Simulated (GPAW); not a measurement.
# Ag L₃ edge of ZnAg (Pm-3m): cell size and cost

How large a supercell does the Ag L₃ edge of ZnAg (Pm-3m) need, and what does it cost? The absorber has 8 Zn at 2.73 Å and 6 Ag at 3.16 Å (cube and octahedron, as in bcc, site symmetry m-3m).

The runs were made apart and are set side by side; the one with the holes farthest apart serves as the reference. All curves get a further Gaussian of 1.5 eV full width, so that line shapes and meshes matter less.

## Step 1: Cost and result by level

| run | hole distance (Å) | k mesh | core time | raw zero (eV) | zero less the added terms (eV) | r.m.s. from the reference after the best shift (%) |
| --- | --- | --- | --- | --- | --- | --- |
| GPAW LDA, 8 atoms | 5.5 | 6×6×6 | 2.5 min | 3396.9 | - | 2 |
| GPAW LDA, 18 atoms | 7.1 | 3×3×3 | 12 min | 3396.9 | - | - |

Times are from shared hosts.

| E (eV) | GPAW LDA, 8 atoms | GPAW LDA, 18 atoms |
| --- | --- | --- |
| -2.00 | 0.03 | 0.03 |
| -1.25 | 0.10 | 0.09 |
| -0.50 | 0.23 | 0.23 |
| 0.25 | 0.45 | 0.44 |
| 1.00 | 0.69 | 0.69 |
| 1.75 | 0.88 | 0.89 |
| 2.50 | 0.96 | 0.99 |
| 3.25 | 0.99 | 1.00 |
| 4.00 | 1.03 | 1.00 |
| 4.75 | 1.07 | 1.03 |
| 5.50 | 1.08 | 1.05 |
| 6.25 | 1.04 | 1.03 |
| 7.00 | 0.97 | 0.98 |
| 7.75 | 0.90 | 0.92 |
| 8.50 | 0.86 | 0.86 |
| 9.25 | 0.86 | 0.85 |
| 10.00 | 0.89 | 0.89 |
| 10.75 | 0.94 | 0.95 |
| 11.50 | 0.97 | 1.00 |
| 12.25 | 0.96 | 0.99 |
| 13.00 | 0.95 | 0.96 |
| 13.75 | 0.94 | 0.92 |
| 14.50 | 0.93 | 0.91 |
| 15.25 | 0.94 | 0.94 |
| 16.00 | 0.99 | 0.99 |
| 16.75 | 1.10 | 1.09 |
| 17.50 | 1.24 | 1.23 |
| 18.25 | 1.36 | 1.35 |
| 19.00 | 1.42 | 1.43 |
| 19.75 | 1.43 | 1.46 |
| 20.50 | 1.41 | 1.44 |
| 21.25 | 1.39 | 1.41 |
| 22.00 | 1.37 | 1.38 |
| 22.75 | 1.34 | 1.34 |
| 23.50 | 1.30 | 1.29 |
| 24.25 | 1.26 | 1.24 |
| 25.00 | 1.24 | 1.20 |
| 25.75 | 1.21 | 1.19 |
| 26.50 | 1.19 | 1.19 |
| 27.25 | 1.18 | 1.22 |
| 28.00 | 1.20 | 1.24 |
| 28.75 | 1.24 | 1.25 |
| 29.50 | 1.26 | 1.22 |
| 30.25 | 1.24 | 1.18 |
| 31.00 | 1.20 | 1.14 |
| 31.75 | 1.16 | 1.12 |

## Step 2: Reading

The smallest cell differs from the reference by 2 % r.m.s. after a shift of 0.0 eV at 0.22 of its cost, so it already gives the shape. Its highest intensity below 24 eV lies at 19.4 eV against 19.8 eV. Whether the reference itself is converged wasn't tested.

Only the L₃ part is meant: spin–orbit coupling of the core level isn't computed and the L₂ copy isn't added. The script folds with a Gaussian, whereas the core hole's own line is a Lorentzian, so the onset is too steep and the first peak too high. Lifetime broadening is put in by hand, and intensities beyond about 20 eV depend on it. Some cells keep the holes under 6.5 Å apart, so shapes are probably not fully converged. The structures are entries of the Crystallography Open Database, used as given.

[Hosts, paths, dates, database ids (printed as entryN), source tags and the programs' standing remarks are cut or masked in the printed files.]
